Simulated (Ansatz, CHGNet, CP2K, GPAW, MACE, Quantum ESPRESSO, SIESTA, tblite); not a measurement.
**Running random packing of Na51Sb49 (at. %) (68 atoms) with SIESTA**

How do the settings of SIESTA change the result for random packing of Na51Sb49 (at. %) (68 atoms)? A plane-wave run serves as the yardstick.

Main program and level: SIESTA 5.4.2; the method is named at each step.

### Step 1. The structure

The cell holds 68 atoms: 35 Na and 33 Sb. Its edges and angles: a = 12.652 Å, b = 12.652 Å, c = 12.652 Å, α = 90.0°, β = 90.0°, γ = 90.0°. 68 atoms (35 Na, 33 Sb) packed at random in a cube at 3.95 g/cm³ and pushed apart as soft spheres; a start for melting by ab initio MD, not an equilibrated structure. Then every atom was moved at random, 0.03 Å r.m.s. a Cartesian component.

The yardstick, on the same geometry:

```
method                 : Kohn-Sham DFT, PBE, SSSP efficiency 1.3.0 pseudopotentials, plane waves (Quantum ESPRESSO 7.5); sssp-pbe-1.3.0-efficiency, cutoffs 45/360 Ry, Γ point
r.m.s. force component : 0.7296 eV/Å
longest force          : 3.357 eV/Å
pressure               : 4.48 GPa
time                   : 6.8 min on 4 MPI ranks of Arm Neoverse V1, shared host
CPU time               : 27 min
```

### Step 2. PBE, DZP, shift 0.01 Ry, mesh 500 Ry

Method: Kohn-Sham DFT, PBE, PseudoDojo 0.4.1 norm-conserving pseudopotentials (converted to PSML), numerical atomic orbitals (DZP), diagonalisation.

The .psml files are PseudoDojo norm-conserving potentials that we converted to this format, checked against plane waves on the same files for H, C, O, Si, Ge and Ca alone.

input.fdf reads:

```
SystemLabel cell
NumberOfAtoms 68
NumberOfSpecies 2
%block ChemicalSpeciesLabel
  1 11 Na
  2 51 Sb
%endblock ChemicalSpeciesLabel
LatticeConstant 1.0 Ang
%block LatticeVectors
  12.65230 0.00000 0.00000
  0.00000 12.65230 0.00000
  0.00000 0.00000 12.65230
%endblock LatticeVectors
PAO.BasisSize DZP
PAO.EnergyShift 0.01 Ry
XC.Functional GGA
XC.Authors PBE
MeshCutoff 500 Ry
%block kgrid_Monkhorst_Pack
  1 0 0 0.0
  0 1 0 0.0
  0 0 1 0.0
%endblock kgrid_Monkhorst_Pack
SolutionMethod diagon
OccupationFunction FD
ElectronicTemperature 580 K
SCF.Mixer.Method Pulay
SCF.Mixer.Weight 0.05
SCF.Mixer.History 8
SCF.Mix Hamiltonian
MaxSCFIterations 300
SCF.DM.Tolerance 1e-04
SCF.H.Tolerance 1.0e-3 eV
WriteForces T
Write.HirshfeldPop T
Write.VoronoiPop T
Write.DM F
Write.H F
XML.Write F
AtomicCoordinatesFormat Fractional
%block AtomicCoordinatesAndAtomicSpecies
  0.59710 0.05640 0.97732 1
  0.91857 0.13735 0.69726 1
  0.90597 0.65605 0.37481 1
  0.14811 0.09532 0.89984 1
  0.72218 0.48085 0.05367 1
  0.57799 0.49852 0.45126 1
  0.65577 0.93102 0.77408 1
  0.99856 0.96904 0.53583 1
  0.50523 0.60328 0.97408 1
  0.09598 0.76765 0.27386 1
  0.32463 0.77627 0.14210 1
  0.86521 0.75811 0.70649 1
  0.70146 0.93534 0.15966 1
  0.51640 0.25735 0.87364 1
  0.27531 0.30731 0.90022 1
  0.92073 0.16314 0.32886 1
  0.38089 0.55867 0.74452 1
  0.15294 0.81552 0.63840 1
  0.47470 0.19025 0.29352 1
  0.79817 0.32974 0.76468 1
  0.20982 0.53116 0.97164 1
  0.31189 0.73315 0.89014 1
  0.07667 0.67901 0.82993 1
  0.86276 0.89496 0.34271 1
  0.65251 0.63570 0.65595 1
  0.47414 0.93260 0.25844 1
  0.29751 0.05036 0.37720 1
  0.70600 0.08443 0.41739 1
  0.86179 0.26815 0.08986 1
  0.95256 0.52777 0.09732 1
  0.86001 0.54661 0.86789 1
  0.33502 0.95754 0.98268 1
  0.93770 0.41380 0.34672 1
  0.41291 0.43935 0.18046 1
  0.17469 0.45861 0.23226 1
  0.07195 0.52438 0.51093 2
  0.44236 0.10149 0.54921 2
  0.28171 0.64294 0.34338 2
  0.70798 0.75134 0.45261 2
  0.37654 0.83901 0.45021 2
  0.92466 0.95223 0.85135 2
  0.97781 0.75988 0.07487 2
  0.67366 0.21531 0.60712 2
  0.07831 0.99492 0.31753 2
  0.35136 0.23280 0.69303 2
  0.80632 0.38060 0.54032 2
  0.80443 0.13022 0.90009 2
  0.61054 0.46717 0.81384 2
  0.74654 0.70822 0.20124 2
  0.64747 0.78767 0.96284 2
  0.16628 0.08341 0.14444 2
  0.11915 0.87025 0.96196 2
  0.91752 0.96756 0.06112 2
  0.97904 0.25323 0.88911 2
  0.76660 0.92508 0.56969 2
  0.73375 0.30760 0.28618 2
[... 8 atom lines left out ...]
  0.06221 0.24087 0.50554 2
  0.52224 0.65813 0.20312 2
  0.41182 0.17235 0.06561 2
  0.22734 0.03157 0.68545 2
%endblock AtomicCoordinatesAndAtomicSpecies
```

The run is started by

```
$ OMP_NUM_THREADS=1 mpirun -np 2 siesta < input.fdf > output.txt
```

Output:

```text
Version         : 5.4.2
reinit: System Name:
reinit: System Label: cell
initatom: Reading input for the pseudopotentials and atomic orbitals ----------
Species number:   1 Atomic number:   11 Label: Na
Species number:   2 Atomic number:   51 Label: Sb
Ground state valence configuration (from tables):   3s01  3p00  3d00  4f00
Ground state valence configuration (from tables):   5s02  5p03  5d00  4f00
---- Processing specs for species: Na
GGA--PBE XC_GGA_X_PBE--XC_GGA_C_PBE pb
Semicore shell(s) with  8 electrons included in the valence for Na
---- Processing specs for species: Sb
GGA--PBE XC_GGA_X_PBE--XC_GGA_C_PBE pb
Semicore shell(s) with 10 electrons included in the valence for Sb
Semicore shell(s): 2s 2p
Fallback to non-perturbative polarization scheme for Na
Please see the manual if this is not desired in principle
Semicore shell(s): 4d
Fallback to non-perturbative polarization scheme for Sb
Please see the manual if this is not desired in principle
Na pseudopotential only contains V_ls up to l=1 -- lmxkb reset.
Sb pseudopotential only contains V_ls up to l=2 -- lmxkb reset.
Using PAO.SplitTailNorm
%block ChemicalSpeciesLabel
    1   11 Na                      # Species index, atomic number, species label
    2   51 Sb                      # Species index, atomic number, species label
%endblock ChemicalSpeciesLabel
%block PAO.Basis                 # Define Basis set
Na                    4                    # Species label, number of l-shells
 n=2   0   1                         # n, l, Nzeta
   2.609
   1.000
 n=3   0   2                         # n, l, Nzeta
   8.808      6.635
   1.000      1.000
 n=2   1   1                         # n, l, Nzeta
   3.003
   1.000
 n=3   1   1                         # n, l, Nzeta
   8.808
   1.000
Sb                    4                    # Species label, number of l-shells
 n=5   0   2                         # n, l, Nzeta
   5.307      3.824
   1.000      1.000
 n=5   1   2                         # n, l, Nzeta
   6.817      4.987
   1.000      1.000
 n=4   2   1                         # n, l, Nzeta
   3.101
   1.000
 n=5   2   1                         # n, l, Nzeta
   6.817
   1.000
%endblock PAO.Basis
coor:   Atomic-coordinates input format  =     Fractional
siesta: System type = bulk
initatomlists: Number of atoms, orbitals, and projectors:     68   909   874
siesta: ******************** Simulation parameters ****************************
Total number of electrons:   810.000000
Total ionic charge:   810.000000
 Kpoints in:            1 . Kpoints trimmed:            1
siesta: k-grid: Number of k-points = 1
siesta: k-points from Monkhorst-Pack grid
siesta: k-cutoff (effective) =     6.326 Ang
siesta: k-point supercell and displacements
siesta: k-grid:     1     0     0      0.000
siesta: k-grid:     0     1     0      0.000
siesta: k-grid:     0     0     1      0.000
                     ====================================
                        Single-point calculation
                     ====================================
outcell: Unit cell vectors (Ang):
       12.652300    0.000000    0.000000
        0.000000   12.652300    0.000000
        0.000000    0.000000   12.652300
outcell: Cell vector modules (Ang)   :   12.652300   12.652300   12.652300
outcell: Cell angles (23,13,12) (deg):     90.0000     90.0000     90.0000
outcell: Cell volume (Ang**3)        :   2025.3890
Gamma-point calculation with multiply-connected orbital pairs
Gamma-point calculation with multiply-connected orbital pairs
Folding of H and S implicitly performed
Folding of H and S implicitly performed
new_DM -- step:     1
Initializing Density Matrix...
Attempting to read DM from file... Failed...
DM filled with atomic data:
InitMesh: MESH = 180 x 180 x 180 = 5832000
InitMesh: Mesh cutoff (required, used) =   500.000   559.381 Ry
stepf: Fermi-Dirac step function
        iscf     Eharris(eV)        E_KS(eV)     FreeEng(eV)     dDmax    Ef(eV) dHmax(eV)
   scf:    1  -125091.466755  -125133.403201  -125133.625099  0.865825 -3.497868  7.466505
   scf:    2  -125145.600303  -125140.609307  -125140.856948  0.121932 -3.505390  4.891111
   scf:    3  -125145.657129  -125143.952796  -125144.217933  0.136516 -3.509377  3.364218
   scf:    4  -125146.262857  -125145.437136  -125145.712561  0.092176 -3.528009  2.613121
   scf:    5  -125146.345638  -125145.990841  -125146.270644  0.049644 -3.537611  2.067551
   scf:    6  -125147.521271  -125146.867118  -125147.155126  0.052320 -3.572202  1.449250
[...]
scf:   20  -125147.338495  -125147.338480  -125147.632331  0.000057 -3.608530  0.001912
   scf:   21  -125147.338501  -125147.338491  -125147.632332  0.000051 -3.608525  0.001211
   scf:   22  -125147.338501  -125147.338496  -125147.632332  0.000042 -3.608526  0.000832
SCF Convergence by DM+H criterion
max |DM_out - DM_in|         :     0.0000420692
max |H_out - H_in|      (eV) :     0.0008316404
SCF cycle converged after 22 iterations
Using DM_out to compute the final energy and forces
siesta: E_KS(eV) =          -125147.3385
siesta: E_KS - E_eggbox =   -125147.3385
siesta: Atomic forces (eV/Ang):
     1   -0.072204   -0.455122    0.254551
     2    0.324912   -0.154647   -1.142336
     3    0.275651   -0.499401    0.304525
     4    0.044042   -0.130000   -0.435398
     5   -0.668686    0.273476    0.324536
     6    0.249685   -0.311815   -0.928931
[...]
66   -0.302198    0.291527    0.125592
    67   -1.041662   -0.800005    0.644741
    68   -0.256229   -0.097816   -0.486437
----------------------------------------
   Tot   -0.026069   -0.123150   -0.093510
----------------------------------------
   Max    3.557358
   Res    0.944163    sqrt( Sum f_i^2 / 3N )
----------------------------------------
   Max    3.557358    constrained
Stress tensor Voigt[x,y,z,yz,xz,xy] (kbar):      -48.65      -54.51      -50.56        1.51       -1.65       -9.58
(Free)E + p*V (eV/cell)  -125082.8585
Target enthalpy (eV/cell)  -125147.6323
siesta: Program's energy decomposition (eV):
siesta: Ebs     =    -22335.173202
siesta: Eions   =    153919.436131
siesta: Ena     =     12270.121214
siesta: Ekin    =     74135.864742
siesta: Enl     =    -31339.367359
siesta: DEna    =       657.213916
siesta: DUscf   =        13.948087
siesta: Ex      =    -25444.911297
siesta: Ec      =     -1520.771668
siesta: Exc     =    -26965.682965
siesta: Eharris =   -125147.338501
siesta: Etot    =   -125147.338496
siesta: FreeEng =   -125147.632332
siesta: Final energy (eV):
siesta:  Band Struct. =  -22335.173202
siesta:       Kinetic =   74135.864742
siesta:       Hartree =   43081.772779
siesta:         Exch. =  -25444.911297
siesta:         Corr. =   -1520.771668
siesta:   Exch.-corr. =  -26965.682965
siesta:  Ion-electron = -161673.654050
siesta:       Ion-ion =  -53725.639001
siesta:         Total = -125147.338496
siesta:         Fermi =      -3.608526
siesta: Stress tensor (static) (eV/Ang**3):
siesta:    -0.030363   -0.005979   -0.001030
siesta:    -0.005979   -0.034026    0.000939
siesta:    -0.001030    0.000940   -0.031554
siesta: Cell volume =       2025.388981 Ang**3
siesta: Pressure (static):
siesta:                Solid            Molecule  Units
siesta:           0.00034832          0.00050692  Ry/Bohr**3
siesta:           0.03198092          0.04654340  eV/Ang**3
siesta:          51.23909050         74.57075318  kBar
    Orbital volume contribution        =          71.585344 eV
    (Free)E + p_basis*V_orbitals       =     -125076.046989 eV
    (Free)Eharris+ p_basis*V_orbitals  =     -125076.046994 eV
Hirshfeld Atomic Populations:
Atom #   charge [q] valence [e]  Species
     1     0.087571    8.912429  Na
     2     0.080420    8.919580  Na
     3     0.068981    8.931019  Na
     4     0.058938    8.941062  Na
     5     0.078117    8.921883  Na
     6     0.094190    8.905810  Na
[...]
36    -0.094516   15.094516  Sb
    37    -0.005110   15.005110  Sb
    38    -0.075320   15.075320  Sb
    39    -0.071359   15.071359  Sb
    40    -0.037805   15.037805  Sb
    41    -0.041464   15.041464  Sb
[...]
--------------------
 Total     0.000039
Voronoi Atomic Populations:
Atom #   charge [q] valence [e]  Species
[...]
33     0.055685    8.944315  Na
    34     0.057811    8.942189  Na
    35     0.069680    8.930320  Na
[...]
66    -0.089851   15.089851  Sb
    67    -0.140951   15.140951  Sb
    68    -0.125168   15.125168  Sb
--------------------
 Total     0.000037
```

Elapsed: 6.2 min, on 2 MPI ranks of Arm Neoverse V1, shared host; peak memory 3.1 GiB.

Banners, paths, timers and routine set-up lines are dropped from the logs unmarked, and long logs keep their key lines alone; longer cuts are marked.

Numbers from this run, and their distance from the reference:

* r.m.s. force component: 0.9442 eV/Å
* r.m.s. difference of force components: 241.7 meV/Å
* longest difference of force vectors: 1129 meV/Å
* force difference over r.m.s. force: 33.13 %
* slope of forces against the reference's: 1.282
* correlation of force components: 0.991
* pressure: 5.124 GPa
* pressure difference: 0.6442 GPa

This run lies far from the reference in forces at the same functional.

Length of the force difference by element (eV/Å):

| element | atoms | mean | most |
| --- | --- | --- | --- |
| Na | 35 | 0.061 | 0.13 |
| Sb | 33 | 0.52 | 1.1 |

The surroundings of Na35, picked at random, nearest first, numbered as they follow in the input and with coordinates relative to it.

| atom | x | y | z | distance (Å) | Hirshfeld charge (e) | Fx | Fy | Fz (eV/Å) |
| --- | --- | --- | --- | --- | --- | --- | --- | --- |
| Na35 | 0.00 | 0.00 | 0.00 | 0.00 | 0.07 | -0.17 | -0.42 | 0.36 |
| Sb38 | 1.35 | 2.33 | 1.41 | 3.04 | -0.08 | 0.76 | -0.86 | 0.36 |
| Na34 | 3.01 | -0.24 | -0.66 | 3.09 | 0.07 | 0.25 | -0.14 | 0.02 |
| Sb62 | -0.90 | -2.37 | -2.13 | 3.31 | -0.10 | 0.47 | 2.28 | 1.60 |
| Sb57 | 2.14 | -1.39 | 2.15 | 3.34 | -0.14 | -0.78 | 0.28 | 0.63 |
| Na33 | -3.00 | -0.57 | 1.45 | 3.38 | 0.07 | 0.22 | -0.13 | -0.26 |
| Na30 | -2.81 | 0.88 | -1.71 | 3.40 | 0.07 | 0.22 | -0.15 | 0.32 |
| Na21 | 0.44 | 0.92 | -3.30 | 3.45 | 0.07 | -0.24 | -0.23 | 0.30 |
| Sb36 | -1.30 | 0.83 | 3.53 | 3.85 | -0.09 | 2.29 | -0.12 | -1.27 |

Forces lie 33 % from the reference's, at 0.46 times its CPU time (on 2 against 4 cores).

The difference per atom is largest on Sb (0.52 eV/Å on average, against 0.061 on Na).

### Step 3. PBEsol, DZP, shift 0.01 Ry, mesh 500 Ry

Method: Kohn-Sham DFT, PBEsol, PseudoDojo 0.4.1 norm-conserving pseudopotentials (converted to PSML), numerical atomic orbitals (DZP), diagonalisation.

The pseudopotential files are exchanged too: the .psml files are now those for PBEsol.

input.fdf: that of step 2 with these lines changed.

```diff
@@ -16,3 +16,3 @@
 XC.Functional GGA
-XC.Authors PBE
+XC.Authors PBEsol
 MeshCutoff 500 Ry
```

Output:

```text
Version         : 5.4.2
reinit: System Name:
reinit: System Label: cell
initatom: Reading input for the pseudopotentials and atomic orbitals ----------
Species number:   1 Atomic number:   11 Label: Na
Species number:   2 Atomic number:   51 Label: Sb
Ground state valence configuration (from tables):   3s01  3p00  3d00  4f00
Ground state valence configuration (from tables):   5s02  5p03  5d00  4f00
---- Processing specs for species: Na
GGA--PBEsol XC_GGA_X_PBE_SOL--XC_GGA_C_PBE_SOL ps
Semicore shell(s) with  8 electrons included in the valence for Na
---- Processing specs for species: Sb
GGA--PBEsol XC_GGA_X_PBE_SOL--XC_GGA_C_PBE_SOL ps
Semicore shell(s) with 10 electrons included in the valence for Sb
Semicore shell(s): 2s 2p
[... lines left out ...]
Total number of electrons:   810.000000
[... lines left out ...]
stepf: Fermi-Dirac step function
        iscf     Eharris(eV)        E_KS(eV)     FreeEng(eV)     dDmax    Ef(eV) dHmax(eV)
[... lines left out ...]
SCF Convergence by DM+H criterion
[... lines left out ...]
SCF cycle converged after 22 iterations
[... lines left out ...]
   Max    3.340056
[... lines left out ...]
   Max    3.340056    constrained
Stress tensor Voigt[x,y,z,yz,xz,xy] (kbar):      -34.89      -40.85      -37.08        1.51       -1.59       -8.66
[... lines left out ...]
siesta: DEna    =       671.896074
siesta: DUscf   =        14.060050
siesta: Ex      =    -24985.406038
siesta: Ec      =     -1646.778768
siesta: Exc     =    -26632.184806
siesta: Eharris =   -124914.758511
siesta: Etot    =   -124914.758507
siesta: FreeEng =   -124915.054065
siesta: Final energy (eV):
siesta:  Band Struct. =  -22361.150292
siesta:       Kinetic =   74019.315544
siesta:       Hartree =   43026.081991
siesta:         Exch. =  -24985.406038
siesta:         Corr. =   -1646.778768
siesta:   Exch.-corr. =  -26632.184806
siesta:  Ion-electron = -161619.311412
siesta:       Ion-ion =  -53708.659825
siesta:         Total = -124914.758507
siesta:         Fermi =      -3.745755
siesta: Stress tensor (static) (eV/Ang**3):
siesta:    -0.021777   -0.005406   -0.000993
siesta:    -0.005406   -0.025497    0.000941
siesta:    -0.000993    0.000941   -0.023142
siesta: Cell volume =       2025.388981 Ang**3
siesta: Pressure (static):
siesta:                Solid            Molecule  Units
siesta:           0.00025564          0.00040571  Ry/Bohr**3
siesta:           0.02347216          0.03725024  eV/Ang**3
siesta:          37.60654285         59.68145854  kBar
    Orbital volume contribution        =          71.588868 eV
    (Free)E + p_basis*V_orbitals       =     -124843.465197 eV
    (Free)Eharris+ p_basis*V_orbitals  =     -124843.465201 eV
Hirshfeld Atomic Populations:
Atom #   charge [q] valence [e]  Species
     1     0.081170    8.918830  Na
     2     0.069697    8.930303  Na
     3     0.062059    8.937941  Na
[...]
36    -0.087856   15.087856  Sb
    37    -0.001582   15.001582  Sb
    38    -0.069470   15.069470  Sb
[...]
--------------------
 Total     0.000057
Voronoi Atomic Populations:
Atom #   charge [q] valence [e]  Species
[...]
34     0.049055    8.950945  Na
    35     0.062420    8.937580  Na
[...]
67    -0.128474   15.128474  Sb
    68    -0.113282   15.113282  Sb
--------------------
 Total     0.000056
```

Elapsed: 6.3 min, on 2 MPI ranks; peak memory 3.1 GiB; 13 min of CPU time.

Compared with the plane-wave run:

```
r.m.s. force component                  : 0.8857 eV/Å
r.m.s. difference of force components   : 179.6 meV/Å
longest difference of force vectors     : 898.4 meV/Å
force difference over r.m.s. force      : 24.62 %
slope of forces against the reference's : 1.206
correlation of force components         : 0.9939
pressure                                : 3.761 GPa
pressure difference                     : -0.7191 GPa
```

Against the first run (33 %), the force difference from the reference is 25 %, at 1.0 times the CPU time; another functional landing nearer a PBE reference means that errors partly cancel.

The difference per atom is largest on Sb (0.38 eV/Å on average, against 0.060 on Na).

### Step 4. All runs compared

Differences are against the plane-wave reference, forces as r.m.s. over components; share is that over the reference's r.m.s. force, slope the least-squares factor from reference forces to these. Total energies of different programs have different zeros and aren't compared.

| run | Δ force, r.m.s. (meV/Å) | share (%) | slope | Δ pressure (GPa) | cores | CPU time | memory (GiB) |
| --- | --- | --- | --- | --- | --- | --- | --- |
| reference | - | - | - | - | 4 | 27 min | 4.7 |
| SIESTA PBE, DZP, shift 0.01 Ry, mesh 500 Ry | 242 | 33.1 | 1.282 | 0.644 | 2 | 12 min | 3.1 |
| SIESTA PBEsol, DZP, shift 0.01 Ry, mesh 500 Ry | 180 | 24.6 | 1.206 | -0.719 | 2 | 13 min | 3.1 |

CPU time is summed over cores on a shared host, where runs went side by side, so it is rough. Symmetry, cutoffs, thresholds, outputs and thread counts weren't matched or tuned between programs; memory under MPI is the largest rank's times the ranks.

Further runs of this program without a result: SIESTA PBE, SZ, shift 0.01 Ry, mesh 500 Ry (cut off at its time limit); SIESTA PBE, SZP, shift 0.01 Ry, mesh 500 Ry (cut off at its time limit); SIESTA PBE, DZP, shift 0.001 Ry, mesh 500 Ry (cut off at its time limit).

### Step 5. Results

| Item | Value |
| --- | --- |
| nearest in forces | SIESTA PBEsol, DZP, shift 0.01 Ry, mesh 500 Ry, 25 % |
| its CPU time | 13 min |

In words: The PBE run in local orbitals differs by 33 % (SIESTA PBE, DZP, shift 0.01 Ry, mesh 500 Ry); basis, grid and potentials can all enter. Rows with another functional or a dispersion term differ by 25 % (SIESTA PBEsol, DZP, shift 0.01 Ry, mesh 500 Ry), which mixes the change of model with differences of basis and potentials. Of the electronic-structure runs that take under half the reference's CPU time, SIESTA PBEsol, DZP, shift 0.01 Ry, mesh 500 Ry comes nearest, at 25 % in 13 min against 27 min. SIESTA PBE, DZP, shift 0.01 Ry, mesh 500 Ry stiffens the forces by a factor of 1.28 while following their directions (correlation 0.991); the slopes of the 2 SIESTA runs lie between 1.21 and 1.28; the difference isn't even, but is largest on one element. The reference's pressure holds the uncorrected Pulay stress of its 45 Ry basis, so small pressure differences, and their order, may be the reference's own error. The reference's pressure of 4.5 GPa belongs to a cell and atoms that aren't relaxed at this level. The electronic-structure runs sample only Γ, in a cell whose shortest periodic width is 13 Å, which is coarse for a cell with partly filled levels. Spin–orbit coupling is left out, which matters for the levels of the heavy elements.

[Also dropped from logs without a mark: logging warnings of Python, and SIESTA's first energy breakdown and zero terms.]

[Logs are printed without paths, hosts, clocks, repeated set-up lines and the standing remarks that a program may print on its own settings, such as how far it seeks lower states.]

[Hosts, paths, dates, database ids (printed as entryN), source tags and the programs' standing remarks are cut or masked in the printed files.]
